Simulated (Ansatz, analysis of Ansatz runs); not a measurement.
**Be-H pair in corundum: local vibrational mode against experiment**

How near does this set-up come to the measured local vibrational mode? Subject: Be-H pair in corundum. Set-up: LDA, 80-site cell, LDA lattice, 420 eV, k: the single point 1/4 1/4 1/4. The model is a cell of 80 host atoms with Be put on another atom's site and H put in between. The frequencies come from force constants among the defect atom and its neighbours, with the masses of the isotopes named. A local or semilocal functional is the cheapest first rung.

Measured beforehand: O-H stretch, 1H: 3060 cm⁻¹, by FTIR (quoted in “Vibrational properties of OH groups associated with divalent cations in corundum (α-Al2O3)”, 2023, Jollands et al., quoting earlier work (2022)). The runs below try to reproduce this.

Main program and level: Ansatz 0.2.0; plane-wave PAW DFT, LDA; relaxation of all atoms of a defect supercell.

## Step 1: The structure

The cell holds 81 atoms: 31 Al, 1 Be, 48 O and 1 H. Cell: a = 10.183 Å, b = 10.183 Å, c = 10.183 Å, α = 55.3°, β = 55.3°, γ = 55.3°. It derives from Al2O3 (space group R-3c). Nearest the centre at fractional (0.313, 0.461, 0.579): O15 at 0.43 Å, H81 at 1.41 Å, Be4 at 1.41 Å, Al32 at 2.03 Å, Al13 at 2.09 Å, Al31 at 2.27 Å, O28 at 2.34 Å, O19 at 2.43 Å.

The host's primitive cell comes from a first run (plane-wave PAW DFT, LDA; relaxation of the host's cell and atoms): vectors of 5.091, 5.091 and 5.091 Å. That is 8.32 Å³ an atom, 2.1 % under the diffraction cell's volume. The supercell is built on it.

## Step 2: Relaxation, charge 0

Every later number rests on the structure around the defect, so the atoms are relaxed at the host's lattice first.

Contents of relax/input.yaml:

```yaml
relax:
  f_tol: 0.01
  max_steps: 80
  random_displacement: { amplitude: 0.02, seed: 959 }
crystal:
  lattice:
    - [4.72915286, 2.73037768, 8.59458395]
    - [-4.72915286, 2.73037768, 8.59458395]
    - [0.0, -5.46075535, 8.59458395]
  atoms:
    - { symbol: Al, position: [0.176012261, 0.176012261, 0.176012261] }
    - { symbol: Al, position: [0.073987739, 0.073987739, 0.073987739] }
    - { symbol: Al, position: [0.323987739, 0.323987739, 0.323987739] }
    - { symbol: Be, position: [0.426012261, 0.426012261, 0.426012261] }
    - { symbol: O, position: [0.277929597, 0.472070403, 0.125] }
    - { symbol: O, position: [0.125, 0.277929597, 0.472070403] }
    - { symbol: O, position: [0.472070403, 0.125, 0.277929597] }
    - { symbol: O, position: [0.222070403, 0.027929597, 0.375] }
    - { symbol: O, position: [0.375, 0.222070403, 0.027929597] }
    - { symbol: O, position: [0.027929597, 0.375, 0.222070403] }
    - { symbol: Al, position: [0.176012261, 0.176012261, 0.676012261] }
    - { symbol: Al, position: [0.073987739, 0.073987739, 0.573987739] }
    - { symbol: Al, position: [0.323987739, 0.323987739, 0.823987739] }
    - { symbol: Al, position: [0.426012261, 0.426012261, 0.926012261] }
    - { symbol: O, position: [0.277929597, 0.472070403, 0.625] }
    - { symbol: O, position: [0.125, 0.277929597, 0.972070403] }
    - { symbol: O, position: [0.472070403, 0.125, 0.777929597] }
    - { symbol: O, position: [0.222070403, 0.027929597, 0.875] }
    - { symbol: O, position: [0.375, 0.222070403, 0.527929597] }
    - { symbol: O, position: [0.027929597, 0.375, 0.722070403] }
    - { symbol: Al, position: [0.176012261, 0.676012261, 0.176012261] }
    - { symbol: Al, position: [0.073987739, 0.573987739, 0.073987739] }
    - { symbol: Al, position: [0.323987739, 0.823987739, 0.323987739] }
    - { symbol: Al, position: [0.426012261, 0.926012261, 0.426012261] }
    - { symbol: O, position: [0.277929597, 0.972070403, 0.125] }
    - { symbol: O, position: [0.125, 0.777929597, 0.472070403] }
    - { symbol: O, position: [0.472070403, 0.625, 0.277929597] }
    - { symbol: O, position: [0.222070403, 0.527929597, 0.375] }
    - { symbol: O, position: [0.375, 0.722070403, 0.027929597] }
    - { symbol: O, position: [0.027929597, 0.875, 0.222070403] }
    - { symbol: Al, position: [0.176012261, 0.676012261, 0.676012261] }
    - { symbol: Al, position: [0.073987739, 0.573987739, 0.573987739] }
    - { symbol: Al, position: [0.323987739, 0.823987739, 0.823987739] }
    - { symbol: Al, position: [0.426012261, 0.926012261, 0.926012261] }
    - { symbol: O, position: [0.277929597, 0.972070403, 0.625] }
    - { symbol: O, position: [0.125, 0.777929597, 0.972070403] }
    - { symbol: O, position: [0.472070403, 0.625, 0.777929597] }
    - { symbol: O, position: [0.222070403, 0.527929597, 0.875] }
    - { symbol: O, position: [0.375, 0.722070403, 0.527929597] }
    - { symbol: O, position: [0.027929597, 0.875, 0.722070403] }
    - { symbol: Al, position: [0.676012261, 0.176012261, 0.176012261] }
    - { symbol: Al, position: [0.573987739, 0.073987739, 0.073987739] }
    - { symbol: Al, position: [0.823987739, 0.323987739, 0.323987739] }
    - { symbol: Al, position: [0.926012261, 0.426012261, 0.426012261] }
    - { symbol: O, position: [0.777929597, 0.472070403, 0.125] }
    - { symbol: O, position: [0.625, 0.277929597, 0.472070403] }
    - { symbol: O, position: [0.972070403, 0.125, 0.277929597] }
    - { symbol: O, position: [0.722070403, 0.027929597, 0.375] }
    - { symbol: O, position: [0.875, 0.222070403, 0.027929597] }
    - { symbol: O, position: [0.527929597, 0.375, 0.222070403] }
    - { symbol: Al, position: [0.676012261, 0.176012261, 0.676012261] }
    - { symbol: Al, position: [0.573987739, 0.073987739, 0.573987739] }
    - { symbol: Al, position: [0.823987739, 0.323987739, 0.823987739] }
    - { symbol: Al, position: [0.926012261, 0.426012261, 0.926012261] }
    - { symbol: O, position: [0.777929597, 0.472070403, 0.625] }
    - { symbol: O, position: [0.625, 0.277929597, 0.972070403] }
    - { symbol: O, position: [0.972070403, 0.125, 0.777929597] }
    - { symbol: O, position: [0.722070403, 0.027929597, 0.875] }
    - { symbol: O, position: [0.875, 0.222070403, 0.527929597] }
    - { symbol: O, position: [0.527929597, 0.375, 0.722070403] }
    - { symbol: Al, position: [0.676012261, 0.676012261, 0.176012261] }
    - { symbol: Al, position: [0.573987739, 0.573987739, 0.073987739] }
    - { symbol: Al, position: [0.823987739, 0.823987739, 0.323987739] }
    - { symbol: Al, position: [0.926012261, 0.926012261, 0.426012261] }
    - { symbol: O, position: [0.777929597, 0.972070403, 0.125] }
    - { symbol: O, position: [0.625, 0.777929597, 0.472070403] }
    - { symbol: O, position: [0.972070403, 0.625, 0.277929597] }
    - { symbol: O, position: [0.722070403, 0.527929597, 0.375] }
    - { symbol: O, position: [0.875, 0.722070403, 0.027929597] }
    - { symbol: O, position: [0.527929597, 0.875, 0.222070403] }
    - { symbol: Al, position: [0.676012261, 0.676012261, 0.676012261] }
    - { symbol: Al, position: [0.573987739, 0.573987739, 0.573987739] }
    - { symbol: Al, position: [0.823987739, 0.823987739, 0.823987739] }
    - { symbol: Al, position: [0.926012261, 0.926012261, 0.926012261] }
    - { symbol: O, position: [0.777929597, 0.972070403, 0.625] }
    - { symbol: O, position: [0.625, 0.777929597, 0.972070403] }
    - { symbol: O, position: [0.972070403, 0.625, 0.777929597] }
    - { symbol: O, position: [0.722070403, 0.527929597, 0.875] }
    - { symbol: O, position: [0.875, 0.722070403, 0.527929597] }
    - { symbol: O, position: [0.527929597, 0.875, 0.722070403] }
    - { symbol: H, position: [0.19946, 0.495996, 0.731205] }
basis:
  ecutwfc: 420
  xc_grid: 2
hamiltonian:
  xc: lda
kpoints:
  mp_grid: { grid: [1, 1, 1], shift: [0.25, 0.25, 0.25] }
scf:
  occupations: { method: fermi_dirac, width: 0.01 }
  max_iter: 120
output:
  forces: true
checkpoint:
  write: "../relax.run"
  compress: false
  write_wavefunctions: true
  write_every: 100000
```

Launch:

```bash
ansatz run input.yaml --threads 2 --pin off --max-ram 3768MiB --backend cpu --events-out ev --progress --plain --runs-dir out
```

Numbers of over 12 decimals in the logs are rounded to 6 here.

Output:

```text
[... repeated set-up lines and file paths are left out, and long positions are rounded to six places ...]
Engine: ansatz 0.2.0, aarch64-unknown-linux-gnu
Pseudopotentials: kind: paw
Pseudopotential: Al, paw, valence charge 3, recommended cutoff 420 eV (normal), Al.paw.azcp
Pseudopotential: Be, paw, valence charge 2, recommended cutoff 420 eV (normal), Be.paw.azcp
Pseudopotential: O, paw, valence charge 6, recommended cutoff 420 eV (normal), O.paw.azcp
Pseudopotential: H, paw, valence charge 1, recommended cutoff 420 eV (normal), H.paw.azcp
Functional definition: SPW92
  exchange = slater_x
  correlation = pw_c
Crystal: 81 atoms, lattice volume = 665.859 Å³
Basis set: ecut = 420 eV, 12965 PW (Γ), exchange–correlation on 144×144×144 points (8 copies of the dense FFT grid, shifted against one another)
Bands: 273, of which v1, the nominal top of the filled ones, is band 192 counted from 1 (191 counted from 0)
Symmetry: 1 space group operations
k-points: 1
Non-local potential: Al, projectors of the file, l = 0: 2, l = 1: 2, l = 2: 1
Non-local potential: Be, projectors of the file, l = 0: 2, l = 1: 2, l = 2: 1
Non-local potential: O, projectors of the file, l = 0: 2, l = 1: 2, l = 2: 1
Non-local potential: H, projectors of the file, l = 0: 2, l = 1: 1
PAW form: soft (Blöchl's): semilocal exchange-correlation on the pseudo side does not see the compensation charge
PAW frozen core: Al, regenerated for the run's functional, and the local potential with it (the file was generated under x = pbe(κ = 0.804, μ = 0.219515), c = pbe(β = 0.066725))
PAW frozen core: Be, regenerated for the run's functional, and the local potential with it (the file was generated under x = pbe(κ = 0.804, μ = 0.219515), c = pbe(β = 0.066725))
PAW frozen core: O, regenerated for the run's functional, and the local potential with it (the file was generated under x = pbe(κ = 0.804, μ = 0.219515), c = pbe(β = 0.066725))
PAW one-centre angular grid: Al, 110 points (default); XC on 64 Gauss nodes
PAW one-centre angular grid: Be, 110 points (default); XC on 64 Gauss nodes
PAW one-centre angular grid: O, 110 points (default); XC on 64 Gauss nodes
PAW one-centre angular grid: H, 110 points (default); XC on 64 Gauss nodes
Initial density: superposition of atomic densities (neutral atoms: chi_scale 0, normalization atom), corrected by the library's trained network
Initial wavefunctions: pseudopotential atomic-orbital guess
Functional: x = slater, c = lda
SCF iter   1: F=—  HF=-42783.459293 eV  |F-HF|=—  |Δ(HF+E_count)|=         —  Δρ=1.72e-2  dr2=1.80e0  ethr=1.77e-3  ⟨swp⟩=7.0  Hψ=1325  notcnv=0  defer=54
preconditioner: auto → Resta (q_TF=auto, 2.489 Å⁻¹)  ε∞=3.6  [insulator: Δε(μ)=5.735 eV  Ē_g=17.434 eV  σ=0.010 eV  W_gap=1.00  n_scr=174 (ndim 8)  ℏωp=28.2 eV  f_vac=0.000  D(μ)=0.00/eV (n_scr^D=0)  ε∞_Penn≈3.6]
SCF iter   2: F=—  HF=-42782.902130 eV  |F-HF|=—  |Δ(HF+E_count)|=   5.57e-1  Δρ=4.28e-3  dr2=9.00e-2  ethr=4.68e-4  ⟨swp⟩=3.0  Hψ=463  notcnv=0  defer=77
SCF iter   3: F=—  HF=-42782.874590 eV  |F-HF|=—  |Δ(HF+E_count)|=   2.75e-2  Δρ=2.04e-3  dr2=2.41e-2  ethr=2.34e-5  ⟨swp⟩=3.0  Hψ=396  notcnv=0  defer=77
SCF iter   4: F=—  HF=-42782.864911 eV  |F-HF|=—  |Δ(HF+E_count)|=   9.68e-3  Δρ=3.14e-4  dr2=5.28e-4  ethr=6.28e-6  ⟨swp⟩=3.0  Hψ=396  notcnv=0  defer=77
SCF iter   5: F=—  HF=-42782.865304 eV  |F-HF|=—  |Δ(HF+E_count)|=   3.93e-4  Δρ=2.24e-4  dr2=2.35e-4  ethr=1.37e-7  ⟨swp⟩=2.0  Hψ=462  notcnv=0  defer=77
SCF iter   6: F=—  HF=-42782.865239 eV  |F-HF|=—  |Δ(HF+E_count)|=   6.52e-5  Δρ=3.27e-5  dr2=4.16e-6  ethr=6.12e-8  ⟨swp⟩=2.0  Hψ=367  notcnv=0  defer=77
SCF iter   7: F=-42782.865238 eV  HF=-42782.865238 eV  |F-HF|=4.73e-7  |Δ(HF+E_count)|=   6.42e-7  Δρ=1.06e-5  dr2=5.72e-7  ethr=6.51e-10  ⟨swp⟩=4.0  Hψ=770  notcnv=0
SCF 1 converged in 7 iterations: F = -42782.865238 eV  dr2 = 5.72e-7
  greatest PAW one-centre occupation: 0.866 electrons in one spin orbital (limit 2), on the O atom at site 14 (counted from 0), in its partial waves of l = 0
relax step   1: F+E_penalty+E_count = -42782.86523759 eV  Δ(F+E_penalty+E_count) = +0.000e0 eV  max|allowed force component| = 5.451e0 eV/Å  Δτ_max = 0.0000 Å  (7 SCF iters, dr2 threshold 2.50e-6 eV, accepted)
[...]
relax step   2: F+E_penalty+E_count = -42784.41939399 eV  Δ(F+E_penalty+E_count) = -1.554e0 eV  max|allowed force component| = 2.978e0 eV/Å  Δτ_max = 0.0901 Å  (5 SCF iters, dr2 threshold 1.00e-4 eV, accepted)
relax step   3: F+E_penalty+E_count = -42785.38597641 eV  Δ(F+E_penalty+E_count) = -9.666e-1 eV  max|allowed force component| = 1.306e0 eV/Å  Δτ_max = 0.1960 Å  (6 SCF iters, dr2 threshold 1.00e-4 eV, accepted)
relax step   4: F+E_penalty+E_count = -42785.70747837 eV  Δ(F+E_penalty+E_count) = -3.215e-1 eV  max|allowed force component| = 8.911e-1 eV/Å  Δτ_max = 0.2000 Å  (5 SCF iters, dr2 threshold 1.00e-4 eV, accepted)
relax step   5: F+E_penalty+E_count = -42785.88346037 eV  Δ(F+E_penalty+E_count) = -1.760e-1 eV  max|allowed force component| = 1.364e0 eV/Å  Δτ_max = 0.1910 Å  (5 SCF iters, dr2 threshold 1.00e-4 eV, accepted)
[...]
relax step  16: F+E_penalty+E_count = -42787.24860799 eV  Δ(F+E_penalty+E_count) = -2.846e-2 eV  max|allowed force component| = 2.535e-1 eV/Å  Δτ_max = 0.0953 Å  (5 SCF iters, dr2 threshold 2.88e-5 eV, accepted)
relax step  17: F+E_penalty+E_count = -42787.25140686 eV  Δ(F+E_penalty+E_count) = -2.799e-3 eV  max|allowed force component| = 2.280e-1 eV/Å  Δτ_max = 0.0357 Å  (5 SCF iters, dr2 threshold 3.29e-5 eV, accepted)
relax step  18: F+E_penalty+E_count = -42787.29169539 eV  Δ(F+E_penalty+E_count) = -4.029e-2 eV  max|allowed force component| = 4.218e-1 eV/Å  Δτ_max = 0.0765 Å  (5 SCF iters, dr2 threshold 4.21e-5 eV, accepted)
relax step  19: F+E_penalty+E_count = -42787.39353377 eV  Δ(F+E_penalty+E_count) = -1.018e-1 eV  max|allowed force component| = 3.376e-1 eV/Å  Δτ_max = 0.1928 Å  (5 SCF iters, dr2 threshold 1.00e-4 eV, accepted)
relax step  20: F+E_penalty+E_count = -42787.36903820 eV  Δ(F+E_penalty+E_count) = +2.450e-2 eV  max|allowed force component| = 1.299e0 eV/Å  Δτ_max = 0.1960 Å  (5 SCF iters, dr2 threshold 7.30e-5 eV, rejected (line search))
relax step  21: F+E_penalty+E_count = -42787.45011862 eV  Δ(F+E_penalty+E_count) = -5.658e-2 eV  max|allowed force component| = 2.577e-1 eV/Å  Δτ_max = 0.0980 Å  (7 SCF iters, accepted)
relax step  22: F+E_penalty+E_count = -42787.49007717 eV  Δ(F+E_penalty+E_count) = -3.996e-2 eV  max|allowed force component| = 2.806e-1 eV/Å  Δτ_max = 0.1000 Å  (5 SCF iters, dr2 threshold 3.87e-5 eV, accepted)
relax step  23: F+E_penalty+E_count = -42787.51664571 eV  Δ(F+E_penalty+E_count) = -2.657e-2 eV  max|allowed force component| = 1.230e-1 eV/Å  Δτ_max = 0.1500 Å  (5 SCF iters, dr2 threshold 4.59e-5 eV, accepted)
relax step  24: F+E_penalty+E_count = -42787.18152042 eV  Δ(F+E_penalty+E_count) = +3.351e-1 eV  max|allowed force component| = 1.003e0 eV/Å  Δτ_max = 0.0600 Å  (7 SCF iters, dr2 threshold 2.91e-6 eV, rejected (line search))
relax step  25: F+E_penalty+E_count = -42787.51964912 eV  Δ(F+E_penalty+E_count) = -3.003e-3 eV  max|allowed force component| = 1.397e-1 eV/Å  Δτ_max = 0.0288 Å  (8 SCF iters, accepted)
relax step  26: F+E_penalty+E_count = -42787.52039226 eV  Δ(F+E_penalty+E_count) = -7.431e-4 eV  max|allowed force component| = 1.195e-1 eV/Å  Δτ_max = 0.0089 Å  (4 SCF iters, dr2 threshold 3.75e-6 eV, accepted)
relax step  27: F+E_penalty+E_count = -42787.52093717 eV  Δ(F+E_penalty+E_count) = -5.449e-4 eV  max|allowed force component| = 7.554e-3 eV/Å  Δτ_max = 0.0037 Å  (3 SCF iters, dr2 threshold 1.04e-5 eV, accepted)
[...]
relax step  28: F+E_penalty+E_count = -42787.52093949 eV  Δ(F+E_penalty+E_count) = -2.317e-6 eV  max|allowed force component| = 8.795e-3 eV/Å  Δτ_max = 0.0000 Å  (4 SCF iters, accepted)
NSCF: frozen V_eff on 1 k-points
the band table was solved once a step of the walk had ended and its energy, with any forces and stress, was formed, with the checks that follow a solve (1318 applications of the Hamiltonian). They found nothing against the state; [...]
SCF converged after 4 iterations
Free energy (F): -42787.520939 eV
Harris-Foulkes:  -42787.520939 eV  (|F-HF|=7.44e-9)
Internal energy: -42787.520939 eV  (E = F + TS)
E sigma→0 (E₀):  -42787.520939 eV
Fermi energy:    11.113266 eV
--- Per-component energies (eV) ---
  E_band       = 463.171038
  E_kinetic    = 9451.189146
  E_local      = -15718.400992  (includes V_loc(G=0)·N_el)
  E_nonlocal   = 2713.011663
  E_hartree    = 5751.984476
  E_xc         = -4828.177031
  E_vxc        = -5547.032198  (∫ρ·V_xc dr)
  E_paw        = -20902.237984  (= ΣΔE_a)
  E_vpaw       = -1939.687105  (= ΣTr[D̂ρ^β])
  E_aug_tail   = 0.123226  (compensation charges beyond the density's cutoff)
  E_ewald      = -19261.423175
  E_core_change = 6.409731  (= ΣΔE_core)
  E_smearing   = -0.000000  (= −TS)
  E_closure    = -0.000000  (closes the sum)
  Σ components = -42787.520939   (vs F -42787.520939, Δ=0.00e0)
--- Forces (eV/Å), atoms counted from 1 ---
  atom   1  Al     0.00003187     0.00103861    -0.00004034
  atom   2  Al    -0.00024112     0.00055818    -0.00036623
  [... 1 atom left out ...]
  atom   4  Be     0.00046763    -0.00021195    -0.00136627
  [... 8 atoms left out ...]
  atom  13  Al    -0.00252471    -0.00150556     0.00446586
  [... 1 atom left out ...]
  atom  15  O      0.00441717     0.00012422    -0.00296276
  [... 3 atoms left out ...]
  atom  19  O      0.00302879    -0.00081907    -0.00879496
  [... 7 atoms left out ...]
  atom  27  O      0.00167957    -0.00363184     0.00094973
  atom  28  O     -0.00234775     0.00052345     0.00247367
  [... 2 atoms left out ...]
  atom  31  Al     0.00037717     0.00008023    -0.00073023
  atom  32  Al    -0.00134416    -0.00116589     0.00239821
  [... 13 atoms left out ...]
  atom  46  O     -0.00633639    -0.00176713    -0.00031098
  [... 34 atoms left out ...]
  atom  81  H     -0.00605406    -0.00005245     0.00456087
  max |Σ_I F_I| component: 1.24e-5 eV/Å
--- Band table (eV) ---
  k-point 0: bands = ["-11.7581", "-11.3212", "-10.8833", "-10.5078", [... 265 left out ...] "20.7858", "20.8117", "20.8545", "20.8830"]
--- Relaxed structure (28 steps of the walk, 26 accepted, 0 SCFs on fresh bases) ---
  F+E_penalty+E_count = -42787.52093949 eV   max|allowed force component| = 8.795e-3 eV/Å
  atoms:
    - { symbol: Al, position: [0.174340, 0.177806, 0.177287] }
    - { symbol: Al, position: [0.071717, 0.075973, 0.075299] }
    [... 1 atom left out ...]
    - { symbol: Be, position: [0.461822, 0.460088, 0.446994] }
    [... 8 atoms left out ...]
    - { symbol: Al, position: [0.323734, 0.324636, 0.827771] }
    [... 1 atom left out ...]
    - { symbol: O, position: [0.290854, 0.463744, 0.617200] }
    [... 3 atoms left out ...]
    - { symbol: O, position: [0.364201, 0.216642, 0.545155] }
    [... 7 atoms left out ...]
    - { symbol: O, position: [0.473242, 0.625366, 0.284395] }
    - { symbol: O, position: [0.208231, 0.531994, 0.373986] }
    [... 2 atoms left out ...]
    - { symbol: Al, position: [0.172408, 0.680373, 0.677141] }
    - { symbol: Al, position: [0.078010, 0.574733, 0.566667] }
    [... 13 atoms left out ...]
    - { symbol: O, position: [0.620232, 0.286599, 0.474403] }
    [... 34 atoms left out ...]
    - { symbol: H, position: [0.327538, 0.312574, 0.579086] }
```

It took 5.2 min on 2 threads of Arm Neoverse V2, shared host; peak memory 1.3 GiB; 10 min of CPU time.

(Continued in part 2 of 2.)

[Logs are printed without paths, hosts, clocks, repeated set-up lines and the standing remarks that a program may print on its own settings, such as how far it seeks lower states.]

[Hosts, paths, dates, database ids (printed as entryN), source tags and the programs' standing remarks are cut or masked in the printed files.]

[For some hosts the program warned that the k-mesh of the response run may be too coarse for force constants and the static dielectric constant; such warnings are not shown here.]
